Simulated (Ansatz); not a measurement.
## twin(10-13) boundary in hcp Ru: structure and resistance

Aim: the relaxed structure and the specific resistance of the twin(10-13) boundary in hcp Ru.

Main program and level: Ansatz 0.2.0; Ansatz plane-wave DFT, PBE, PAW files; relaxation of a bicrystal slab with its lowest layers held; PAW set soft_1, in the first sound run; inputs show where later runs differ.

## 1. The structure

The cell holds 33 atoms: 33 Ru. Its edges and angles: a = 8.342 Å, b = 2.706 Å, c = 31.616 Å, α = 90.0°, β = 90.0°, γ = 80.7°. It derives from Ru. built on the (1 0 3) plane; 1 overlapping atoms removed and the grains opened by 0.3 Å. Vacuum lies along c.

## 2. Relaxing the bicrystal

The boundary is built by mirroring the lower grain in the boundary plane and removing any atoms that overlap. A thin bicrystal slab is relaxed first, with the lowest layers held and the upper grain free to shift and open.

input.yaml reads:

```yaml
crystal:
  lattice:
    - [8.3417110409, 0.0, 0.0]
    - [0.4388400416, 2.669976228, 0.0]
    - [0.0, 0.0, 31.6163062302]
  atoms:
    - { symbol: Ru, position: [0.708785593, 0.1039405368, 0.1581462415] }
    - { symbol: Ru, position: [0.0061764829, 0.955245092, 0.1902757162] }
    - { symbol: Ru, position: [0.4656546609, 0.7255060029, 0.1967016111] }
    - { symbol: Ru, position: [0.7630455507, 0.576810558, 0.2288310859] }
    - { symbol: Ru, position: [0.2225237287, 0.3470714689, 0.2352569808] }
    - { symbol: Ru, position: [0.5199146185, 0.1983760241, 0.2673864555] }
    - { symbol: Ru, position: [0.9793927965, 0.968636935, 0.2738123504] }
    - { symbol: Ru, position: [0.2767836864, 0.8199414902, 0.3059418252] }
    - { symbol: Ru, position: [0.7362618643, 0.5902024011, 0.3123677201] }
    - { symbol: Ru, position: [0.0336527542, 0.4415069563, 0.3444971948] }
    - { symbol: Ru, position: [0.4931309322, 0.2117678672, 0.3509230898] }
    - { symbol: Ru, position: [0.790521822, 0.0630724224, 0.3830525645] }
    - { symbol: Ru, position: [0.25, 0.8333333333, 0.3894784594] }
    - { symbol: Ru, position: [0.5473908898, 0.6846378885, 0.4216079341] }
    - { symbol: Ru, position: [0.25, 0.8333333333, 0.4632261833] }
    - { symbol: Ru, position: [0.790521822, 0.0630724224, 0.4696520783] }
    - { symbol: Ru, position: [0.4931309322, 0.2117678672, 0.501781553] }
    - { symbol: Ru, position: [0.0336527542, 0.4415069563, 0.5082074479] }
    - { symbol: Ru, position: [0.7362618643, 0.5902024011, 0.5403369226] }
    - { symbol: Ru, position: [0.2767836864, 0.8199414902, 0.5467628176] }
    - { symbol: Ru, position: [0.9793927965, 0.968636935, 0.5788922923] }
    - { symbol: Ru, position: [0.5199146185, 0.1983760241, 0.5853181872] }
    - { symbol: Ru, position: [0.2225237287, 0.3470714689, 0.6174476619] }
    - { symbol: Ru, position: [0.7630455507, 0.576810558, 0.6238735569] }
    - { symbol: Ru, position: [0.4656546609, 0.7255060029, 0.6560030316] }
    - { symbol: Ru, position: [0.0061764829, 0.955245092, 0.6624289265] }
    - { symbol: Ru, position: [0.708785593, 0.1039405368, 0.6945584013] }
    - { symbol: Ru, position: [0.2493074151, 0.3336796259, 0.7009842962] }
    - { symbol: Ru, position: [0.9519165252, 0.4823750707, 0.7331137709] }
    - { symbol: Ru, position: [0.4924383472, 0.7121141598, 0.7395396658] }
    - { symbol: Ru, position: [0.1950474574, 0.8608096046, 0.7716691406] }
    - { symbol: Ru, position: [0.7355692794, 0.0905486937, 0.7780950355] }
    - { symbol: Ru, position: [0.4381783896, 0.2392441385, 0.8102245102] }
kpoints:
  mp_grid: { grid: [3, 9, 1] }
hamiltonian:
  xc: pbe
  pseudopotentials: { kind: paw, azcp: { folder: soft_1 } }
scf:
  occupations: { method: fermi_dirac, width: 0.1 }
relax:
  f_tol: 0.03
  max_steps: 80
  constraints: [{ sites: [0, 1, 2, 3, 4, 5] }]
```

Launch:

```bash
ansatz run input.yaml --threads 4 --pin off --max-ram 15360MiB --backend cpu --events-out ev --progress --plain --runs-dir out
```

Numbers of over 12 decimals in the logs are rounded to 6 here.

Log:

```text
Warning: crystal.symmetry: narrowed to the stabiliser of the k-point mesh — unitary ops 2 → 1; excluded 1 operation that carries a point of the 3×9×1 mesh (shift [0, 0, 0]) off the mesh (the run samples exactly the mesh kpoints.mp_grid names, as under crystal.symmetry.detect: false, and its converged state has the mesh's symmetry, not the crystal's; ε∞, the Born charges and the force constants of a linear response (`dielectric:` by the response, `phonons.method: dfpt`) are averaged over those of the crystal's operations that the state keeps within a tolerance, where `mesh_tensors`, `unaveraged_element` or `gamma_mean_max_change_ev_ang2` stands beside them; [rest of the remark cut]
Engine: ansatz 0.2.0, x86_64-unknown-linux-gnu
Pseudopotentials: kind: paw
Pseudopotential: Ru, paw, valence charge 16, recommended cutoff 420 eV (normal), soft_1/Ru.paw.azcp
Functional definition: PBE
  parameter kappa = 0.804
  parameter beta = 0.066725
  exchange = pbe_x(kappa = kappa, mu = beta*pi^2/3)
  correlation = pbe_c(beta = beta)
Crystal: 33 atoms, lattice volume = 704.164 Å³
Basis set: ecut = 420 eV, 13839 PW (Γ), exchange–correlation on 120×40×432 points (8 copies of the dense FFT grid, shifted against one another)
Bands: 317, of which v1, the nominal top of the filled ones, is band 264 counted from 1 (263 counted from 0)
Symmetry: 1 space group operations
k-points: 14 of 27 (time reversal used)
Non-local potential: Ru, projectors of the file, l = 0: 3, l = 1: 2, l = 2: 2, l = 3: 1
PAW form: soft (Blöchl's): semilocal exchange-correlation on the pseudo side does not see the compensation charge
PAW one-centre angular grid: Ru, 590 points (default); XC on 64 Gauss nodes
Initial density: superposition of atomic densities (neutral atoms: chi_scale 0, normalization atom)
Initial wavefunctions: pseudopotential atomic-orbital guess
Functional: x = pbe(κ = 0.804, μ = 0.219515), c = pbe(β = 0.066725)
SCF iter   1: F=—  HF=-194007.640002 eV  |F-HF|=—  |Δ(HF+E_count)|=         —  Δρ=9.46e-2  dr2=1.64e2  ethr=3.10e-3  ⟨swp⟩=7.3  Hψ=17023  notcnv=0  defer=10
preconditioner: auto → LDOS  [metal: Δε(μ)=0.006 eV  Ē_g=4.900 eV  σ=0.100 eV  W_gap=0.01  n_scr=200 (ndim 8)  ℏωp=22.7 eV  f_vac=0.300  D(μ)=31.57/eV (n_scr^D=278)  β→1.0]
SCF iter   2: F=—  HF=-194010.255084 eV  |F-HF|=—  |Δ(HF+E_count)|=    2.62e0  Δρ=9.97e-2  dr2=9.56e1  ethr=3.10e-3  ⟨swp⟩=4.0  Hψ=12257  notcnv=0  defer=24
SCF iter   3: F=—  HF=-193986.599285 eV  |F-HF|=—  |Δ(HF+E_count)|=    2.37e1  Δρ=6.61e-3  dr2=6.14e-1  ethr=3.10e-3  ⟨swp⟩=3.0  Hψ=10427  notcnv=0  defer=40
SCF iter   4: F=—  HF=-193986.495786 eV  |F-HF|=—  |Δ(HF+E_count)|=   1.03e-1  Δρ=3.26e-3  dr2=1.60e-1  ethr=1.16e-4  ⟨swp⟩=3.2  Hψ=9708  notcnv=0  defer=39
SCF iter   5: F=—  HF=-193986.464943 eV  |F-HF|=—  |Δ(HF+E_count)|=   3.08e-2  Δρ=1.07e-3  dr2=1.82e-2  ethr=3.02e-5  ⟨swp⟩=2.1  Hψ=6292  notcnv=0  defer=39
SCF iter   6: F=—  HF=-193986.467497 eV  |F-HF|=—  |Δ(HF+E_count)|=   2.55e-3  Δρ=4.36e-4  dr2=2.52e-3  ethr=3.45e-6  ⟨swp⟩=2.3  Hψ=6610  notcnv=0  defer=39
SCF iter   7: F=—  HF=-193986.467870 eV  |F-HF|=—  |Δ(HF+E_count)|=   3.73e-4  Δρ=1.56e-4  dr2=1.01e-3  ethr=4.78e-7  ⟨swp⟩=2.7  Hψ=7094  notcnv=0  defer=39
SCF iter   8: F=—  HF=-193986.467827 eV  |F-HF|=—  |Δ(HF+E_count)|=   4.30e-5  Δρ=6.83e-5  dr2=9.61e-5  ethr=1.91e-7  ⟨swp⟩=2.1  Hψ=6110  notcnv=0  defer=39
SCF iter   9: F=-193986.467836 eV  HF=-193986.467848 eV  |F-HF|=1.27e-5  |Δ(HF+E_count)|=   2.15e-5  Δρ=3.25e-5  dr2=1.92e-5  ethr=4.26e-9  ⟨swp⟩=5.0  Hψ=15589  notcnv=0
SCF 1 converged in 9 iterations: F = -193986.467836 eV  dr2 = 1.92e-5
  greatest PAW one-centre occupation: 1.000 electrons in one spin orbital (limit 2), on the Ru atom at site 19 (counted from 0), in its partial waves of l = 0
relax step   1: F+E_penalty+E_count = -193986.46783551 eV  Δ(F+E_penalty+E_count) = +0.000e0 eV  max|allowed force component| = 1.161e0 eV/Å  Δτ_max = 0.0000 Å  (9 SCF iters, dr2 threshold 2.25e-5 eV, accepted)
Initial density: handed on by an earlier stage of this run
Initial wavefunctions: those handed on with the density
iter 1 solved again at ethr=1.74e-3 eV; its pass at ethr=3.10e-3 eV (dr2=9.18e0 eV) is discarded
SCF iter   1: F=—  HF=-193987.088315 eV  |F-HF|=—  |Δ(HF+E_count)|=         —  Δρ=1.48e-2  dr2=9.23e0  ethr=1.74e-3  ⟨swp⟩=1.0  Hψ=16417  notcnv=0  defer=16
preconditioner: auto → LDOS  [metal: Δε(μ)=0.011 eV  Ē_g=4.521 eV  σ=0.100 eV  W_gap=0.03  n_scr=200 (ndim 8)  ℏωp=22.7 eV  f_vac=0.306  D(μ)=33.87/eV (n_scr^D=302)  β→1.0]
SCF iter   2: F=—  HF=-193986.915425 eV  |F-HF|=—  |Δ(HF+E_count)|=   1.73e-1  Δρ=6.19e-3  dr2=4.24e-1  ethr=1.74e-3  ⟨swp⟩=2.2  Hψ=5215  notcnv=0  defer=16
SCF iter   3: F=—  HF=-193986.865418 eV  |F-HF|=—  |Δ(HF+E_count)|=   5.00e-2  Δρ=3.77e-3  dr2=1.66e-1  ethr=8.03e-5  ⟨swp⟩=3.0  Hψ=9985  notcnv=0  defer=26
SCF iter   4: F=—  HF=-193986.824640 eV  |F-HF|=—  |Δ(HF+E_count)|=   4.08e-2  Δρ=5.48e-4  dr2=3.46e-3  ethr=3.14e-5  ⟨swp⟩=2.2  Hψ=7936  notcnv=0  defer=26
SCF iter   5: F=—  HF=-193986.825025 eV  |F-HF|=—  |Δ(HF+E_count)|=   3.85e-4  Δρ=1.43e-4  dr2=1.78e-4  ethr=6.56e-7  ⟨swp⟩=3.1  Hψ=8253  notcnv=0  defer=31
SCF iter   6: F=-193986.825079 eV  HF=-193986.825070 eV  |F-HF|=8.62e-6  |Δ(HF+E_count)|=   4.48e-5  Δρ=5.63e-5  dr2=2.92e-5  ethr=1.60e-8  ⟨swp⟩=2.7  Hψ=17307  notcnv=0
SCF 2 converged in 6 iterations: F = -193986.825079 eV  dr2 = 2.92e-5
  greatest PAW one-centre occupation: 1.000 electrons in one spin orbital (limit 2), on the Ru atom at site 29 (counted from 0), in its partial waves of l = 0
relax step   2: F+E_penalty+E_count = -193986.82507892 eV  Δ(F+E_penalty+E_count) = -3.572e-1 eV  max|allowed force component| = 8.832e-1 eV/Å  Δτ_max = 0.1922 Å  (6 SCF iters, dr2 threshold 8.42e-5 eV, accepted)
iter 1 solved again at ethr=6.23e-4 eV; its pass at ethr=3.10e-3 eV (dr2=3.29e0 eV) is discarded
SCF iter   1: F=—  HF=-193987.009691 eV  |F-HF|=—  |Δ(HF+E_count)|=         —  Δρ=1.07e-2  dr2=3.35e0  ethr=6.23e-4  ⟨swp⟩=1.0  Hψ=15569  notcnv=0  defer=34
preconditioner: auto → LDOS  [metal: Δε(μ)=0.017 eV  Ē_g=4.532 eV  σ=0.100 eV  W_gap=0.04  n_scr=200 (ndim 8)  ℏωp=22.7 eV  f_vac=0.307  D(μ)=33.45/eV (n_scr^D=294)  β→1.0]
SCF iter   2: F=—  HF=-193986.923807 eV  |F-HF|=—  |Δ(HF+E_count)|=   8.59e-2  Δρ=5.67e-3  dr2=3.45e-1  ethr=6.23e-4  ⟨swp⟩=2.3  Hψ=6587  notcnv=0  defer=34
SCF iter   3: F=—  HF=-193986.872882 eV  |F-HF|=—  |Δ(HF+E_count)|=   5.09e-2  Δρ=3.13e-3  dr2=9.98e-2  ethr=6.52e-5  ⟨swp⟩=3.0  Hψ=9837  notcnv=0  defer=34
SCF iter   4: F=—  HF=-193986.850144 eV  |F-HF|=—  |Δ(HF+E_count)|=   2.27e-2  Δρ=3.33e-4  dr2=1.29e-3  ethr=1.89e-5  ⟨swp⟩=2.1  Hψ=7504  notcnv=0  defer=34
SCF iter   5: F=—  HF=-193986.850822 eV  |F-HF|=—  |Δ(HF+E_count)|=   6.78e-4  Δρ=1.01e-4  dr2=1.04e-4  ethr=2.45e-7  ⟨swp⟩=3.0  Hψ=9569  notcnv=0  defer=37
SCF iter   6: F=-193986.850837 eV  HF=-193986.850835 eV  |F-HF|=1.78e-6  |Δ(HF+E_count)|=   1.30e-5  Δρ=3.41e-5  dr2=1.11e-5  ethr=9.23e-9  ⟨swp⟩=3.0  Hψ=16412  notcnv=0
SCF 3 converged in 6 iterations: F = -193986.850837 eV  dr2 = 1.11e-5
  greatest PAW one-centre occupation: 1.000 electrons in one spin orbital (limit 2), on the Ru atom at site 14 (counted from 0), in its partial waves of l = 0
relax step   3: F+E_penalty+E_count = -193986.85083676 eV  Δ(F+E_penalty+E_count) = -2.576e-2 eV  max|allowed force component| = 1.507e0 eV/Å  Δτ_max = 0.1388 Å  (6 SCF iters, dr2 threshold 4.88e-5 eV, accepted)
[...]
relax step   4: F+E_penalty+E_count = -193986.98314487 eV  Δ(F+E_penalty+E_count) = -1.323e-1 eV  max|allowed force component| = 2.994e-1 eV/Å  Δτ_max = 0.0852 Å  (6 SCF iters, dr2 threshold 1.00e-4 eV, accepted)
[...]
relax step   5: F+E_penalty+E_count = -193986.98630025 eV  Δ(F+E_penalty+E_count) = -3.155e-3 eV  max|allowed force component| = 1.855e-1 eV/Å  Δτ_max = 0.0279 Å  (6 SCF iters, dr2 threshold 5.60e-6 eV, accepted)
[...]
relax step   6: F+E_penalty+E_count = -193986.98871775 eV  Δ(F+E_penalty+E_count) = -2.418e-3 eV  max|allowed force component| = 3.272e-2 eV/Å  Δτ_max = 0.0146 Å  (6 SCF iters, dr2 threshold 2.15e-6 eV, accepted)
SCF iter   1: F=—  HF=-193986.988200 eV  |F-HF|=—  |Δ(HF+E_count)|=         —  Δρ=3.84e-4  dr2=1.96e-3  ethr=1.12e-5  ⟨swp⟩=2.1  Hψ=7740  notcnv=0  defer=36
preconditioner: auto → LDOS  [metal: Δε(μ)=0.026 eV  Ē_g=4.518 eV  σ=0.100 eV  W_gap=0.06  n_scr=200 (ndim 8)  ℏωp=22.7 eV  f_vac=0.306  D(μ)=33.86/eV (n_scr^D=302)  β→1.0]
SCF iter   2: F=—  HF=-193986.988084 eV  |F-HF|=—  |Δ(HF+E_count)|=   1.16e-4  Δρ=2.06e-4  dr2=2.66e-4  ethr=3.70e-7  ⟨swp⟩=2.0  Hψ=6979  notcnv=0  defer=36
SCF iter   3: F=—  HF=-193986.988003 eV  |F-HF|=—  |Δ(HF+E_count)|=   8.15e-5  Δρ=5.55e-5  dr2=2.27e-5  ethr=5.05e-8  ⟨swp⟩=3.0  Hψ=9654  notcnv=0  defer=36
SCF iter   4: F=—  HF=-193986.989122 eV  |F-HF|=—  |Δ(HF+E_count)|=   1.12e-3  Δρ=1.38e-5  dr2=2.25e-6  ethr=4.30e-9  ⟨swp⟩=2.2  Hψ=7863  notcnv=0  defer=36
SCF iter   5: F=-193986.989121 eV  HF=-193986.989121 eV  |F-HF|=1.27e-8  |Δ(HF+E_count)|=   6.19e-7  Δρ=3.71e-6  dr2=7.26e-8  ethr=1.89e-11  ⟨swp⟩=3.4  Hψ=21074  notcnv=0
SCF 7 converged in 5 iterations: F = -193986.989121 eV  dr2 = 7.26e-8
relax step   7: F+E_penalty+E_count = -193986.98912112 eV  Δ(F+E_penalty+E_count) = -4.034e-4 eV  max|allowed force component| = 6.392e-3 eV/Å  Δτ_max = 0.0050 Å  (5 SCF iters, accepted)
SCF converged after 5 iterations
Free energy (F): -193986.989121 eV
Harris-Foulkes:  -193986.989121 eV  (|F-HF|=1.27e-8)
Internal energy: -193985.868315 eV  (E = F + TS)
E sigma→0 (E₀):  -193986.428718 eV
Entropy (-TS):   -1.120806 eV (-33.964 meV/atom)
Fermi energy:    13.196782 eV
--- Per-component energies (eV) ---
  E_band       = -7139.079886
  E_kinetic    = 15153.617160
  E_local      = -713536.781633  (includes V_loc(G=0)·N_el)
  E_nonlocal   = 13637.088323
  E_hartree    = 347060.874841
  E_xc         = -5590.677231
  E_vxc        = -7067.805325  (∫ρ·V_xc dr)
  E_paw        = -115554.959860  (= ΣΔE_a)
  E_vpaw       = -9447.046637  (= ΣTr[D̂ρ^β])
  E_aug_tail   = 0.020936  (compensation charges beyond the density's cutoff)
  E_ewald      = 264844.949150
  E_smearing   = -1.120806  (= −TS)
  E_closure    = 0.000000  (closes the sum)
  Σ components = -193986.989121   (vs F -193986.989121, Δ=0.00e0)
--- Forces (eV/Å), atoms counted from 1 ---
  atom   1  Ru    -0.15231018     0.02892472     0.95919507
  atom   2  Ru    -0.49364690     0.07529675     0.64848145
  atom   3  Ru     0.61105640    -0.10367972     0.40868759
  atom   4  Ru     0.05560336    -0.00478712    -0.82860267
  atom   5  Ru     0.29555669    -0.04848984    -0.85558408
  atom   6  Ru    -0.31880753     0.05541769    -0.33217375
  atom   7  Ru     0.00289470    -0.00006067    -0.00064433
  atom   8  Ru    -0.00151629     0.00021913     0.00131160
  atom   9  Ru     0.00239131     0.00028337    -0.00294584
  atom  10  Ru     0.00062388     0.00000658     0.00136269
  atom  11  Ru     0.00040188     0.00021223    -0.00004839
  atom  12  Ru    -0.00045964    -0.00039037    -0.00252329
  atom  13  Ru    -0.00114427     0.00221384     0.00076565
  atom  14  Ru    -0.00386607     0.00057928     0.00241805
  atom  15  Ru     0.00548101    -0.00310073     0.00275601
  atom  16  Ru     0.00126051    -0.00007596     0.00153475
  atom  17  Ru    -0.00131303     0.00013420     0.00115002
  atom  18  Ru     0.00079038    -0.00079446    -0.00034479
  atom  19  Ru    -0.00639225     0.00047080    -0.00132674
  atom  20  Ru    -0.00009300    -0.00062793    -0.00330095
  atom  21  Ru    -0.00363590     0.00015025    -0.00150557
  atom  22  Ru    -0.00228231     0.00090372    -0.00103048
  atom  23  Ru     0.00154143    -0.00075619     0.00216686
  atom  24  Ru     0.00243279     0.00067471     0.00026533
  atom  25  Ru     0.00132075    -0.00034762     0.00122567
  atom  26  Ru     0.00416907    -0.00076256    -0.00007079
  atom  27  Ru     0.00094153    -0.00012489    -0.00331492
  atom  28  Ru     0.00366405    -0.00088679    -0.00045658
  atom  29  Ru     0.00114059    -0.00041951    -0.00161042
  atom  30  Ru    -0.00040155    -0.00037583    -0.00337065
  atom  31  Ru    -0.00275603     0.00017726     0.00072400
  atom  32  Ru    -0.00184054     0.00008532     0.00185487
  atom  33  Ru    -0.00092274    -0.00008705     0.00501890
  max |Σ_I F_I| component: 1.18e-4 eV/Å
--- Relaxed structure (7 steps of the walk, 7 accepted, 0 SCFs on fresh bases) ---
  F+E_penalty+E_count = -193986.98912112 eV   max|allowed force component| = 6.392e-3 eV/Å
  atoms:
    - { symbol: Ru, position: [0.708786, 0.103941, 0.158146] }
    - { symbol: Ru, position: [0.00617648, 0.955245, 0.1902757162] }
    - { symbol: Ru, position: [0.4656546609, 0.725506, 0.196702] }
    - { symbol: Ru, position: [0.7630455507, 0.576811, 0.228831] }
    - { symbol: Ru, position: [0.222524, 0.347071, 0.235257] }
    - { symbol: Ru, position: [0.5199146185, 0.198376, 0.267386] }
    - { symbol: Ru, position: [0.977826, 0.969397, 0.272854] }
    - { symbol: Ru, position: [0.277070, 0.819821, 0.305036] }
    - { symbol: Ru, position: [0.734132, 0.591134, 0.312830] }
    - { symbol: Ru, position: [0.028211, 0.444207, 0.344605] }
    - { symbol: Ru, position: [0.488550, 0.213946, 0.352677] }
    - { symbol: Ru, position: [0.789029, 0.064123, 0.383103] }
    - { symbol: Ru, position: [0.241647, 0.836910, 0.388203] }
    - { symbol: Ru, position: [0.553872, 0.682600, 0.424350] }
    - { symbol: Ru, position: [0.241416, 0.839833, 0.461136] }
    - { symbol: Ru, position: [0.785781, 0.067216, 0.466225] }
    - { symbol: Ru, position: [0.488031, 0.216285, 0.496039] }
    - { symbol: Ru, position: [0.027105, 0.447455, 0.504116] }
    - { symbol: Ru, position: [0.733603, 0.593834, 0.536371] }
    - { symbol: Ru, position: [0.276782, 0.822400, 0.544646] }
    - { symbol: Ru, position: [0.978154, 0.971818, 0.575049] }
    - { symbol: Ru, position: [0.517687, 0.202197, 0.581675] }
    - { symbol: Ru, position: [0.218795, 0.351307, 0.615009] }
    - { symbol: Ru, position: [0.762911, 0.579568, 0.620227] }
    - { symbol: Ru, position: [0.465019, 0.728675, 0.653228] }
    - { symbol: Ru, position: [0.00512604, 0.958372, 0.659939] }
    - { symbol: Ru, position: [0.707476, 0.107306, 0.691704] }
    - { symbol: Ru, position: [0.246865, 0.337751, 0.698406] }
    - { symbol: Ru, position: [0.953149, 0.484561, 0.732524] }
    - { symbol: Ru, position: [0.493686, 0.714518, 0.737670] }
    - { symbol: Ru, position: [0.200847, 0.860653, 0.767356] }
    - { symbol: Ru, position: [0.732486, 0.094861, 0.772574] }
    - { symbol: Ru, position: [0.432681, 0.245368, 0.804448] }
```

Elapsed: 7 min, on 4 threads of Intel Xeon Platinum 8488C (Sapphire Rapids), shared host; peak memory 5.1 GiB.

Step by step:

```csv
step,energy less that of the first step (eV),largest force component (eV/Å)
1,0.0000,1.1608
2,-0.3572,0.8832
3,-0.3830,1.5067
4,-0.5153,0.2994
5,-0.5185,0.1855
6,-0.5209,0.0327
7,-0.5213,0.0064
```

The atoms that moved most (Å):

```csv
atom,dx,dy,dz,length
Ru33,-0.043,0.016,-0.183,0.188
Ru17,-0.041,0.012,-0.182,0.186
Ru32,-0.024,0.012,-0.175,0.177
Ru31,0.048,0.000,-0.136,0.145
Ru18,-0.052,0.016,-0.129,0.140
Ru19,-0.021,0.010,-0.125,0.127
Ru21,-0.009,0.008,-0.122,0.122
Ru22,-0.017,0.010,-0.115,0.117
```

Final coordinates:

```cif
data_structure
_symmetry_space_group_name_H-M 'P 1'
_symmetry_Int_Tables_number 1
_cell_length_a 8.3417
_cell_length_b 2.7058
_cell_length_c 31.6163
_cell_angle_alpha 90.000
_cell_angle_beta 90.000
_cell_angle_gamma 80.666
_cell_volume 704.16
loop_
_atom_site_label
_atom_site_type_symbol
_atom_site_fract_x
_atom_site_fract_y
_atom_site_fract_z
_atom_site_occupancy
Ru1 Ru 0.70879 0.10394 0.15815 1
Ru2 Ru 0.00618 0.95525 0.19028 1
Ru3 Ru 0.46565 0.72551 0.19670 1
Ru4 Ru 0.76305 0.57681 0.22883 1
Ru5 Ru 0.22252 0.34707 0.23526 1
Ru6 Ru 0.51991 0.19838 0.26739 1
Ru7 Ru 0.97783 0.96940 0.27285 1
Ru8 Ru 0.27707 0.81982 0.30504 1
Ru9 Ru 0.73413 0.59113 0.31283 1
Ru10 Ru 0.02821 0.44421 0.34461 1
Ru11 Ru 0.48855 0.21395 0.35268 1
Ru12 Ru 0.78903 0.06412 0.38310 1
Ru13 Ru 0.24165 0.83691 0.38820 1
Ru14 Ru 0.55387 0.68260 0.42435 1
Ru15 Ru 0.24142 0.83983 0.46114 1
Ru16 Ru 0.78578 0.06722 0.46623 1
Ru17 Ru 0.48803 0.21628 0.49604 1
Ru18 Ru 0.02711 0.44745 0.50412 1
Ru19 Ru 0.73360 0.59383 0.53637 1
Ru20 Ru 0.27678 0.82240 0.54465 1
Ru21 Ru 0.97815 0.97182 0.57505 1
Ru22 Ru 0.51769 0.20220 0.58167 1
Ru23 Ru 0.21880 0.35131 0.61501 1
Ru24 Ru 0.76291 0.57957 0.62023 1
Ru25 Ru 0.46502 0.72868 0.65323 1
Ru26 Ru 0.00513 0.95837 0.65994 1
Ru27 Ru 0.70748 0.10731 0.69170 1
Ru28 Ru 0.24686 0.33775 0.69841 1
Ru29 Ru 0.95315 0.48456 0.73252 1
Ru30 Ru 0.49369 0.71452 0.73767 1
Ru31 Ru 0.20085 0.86065 0.76736 1
Ru32 Ru 0.73249 0.09486 0.77257 1
Ru33 Ru 0.43268 0.24537 0.80445 1
```

This step gave:

```
free energy             : -193986.9891 eV
energy at zero smearing : -193986.4287 eV
Fermi energy            : 13.20 eV
```

The largest force component on a free atom ends at 0.0064 eV/Å, under the tolerance of 0.03, after 7 steps.

[end of part 1 of 2]

[Logs are printed without paths, hosts, clocks, repeated set-up lines and the standing remarks that a program may print on its own settings, such as how far it seeks lower states.]

[Hosts, paths, dates, database ids (printed as entryN), source tags and the programs' standing remarks are cut or masked in the printed files.]
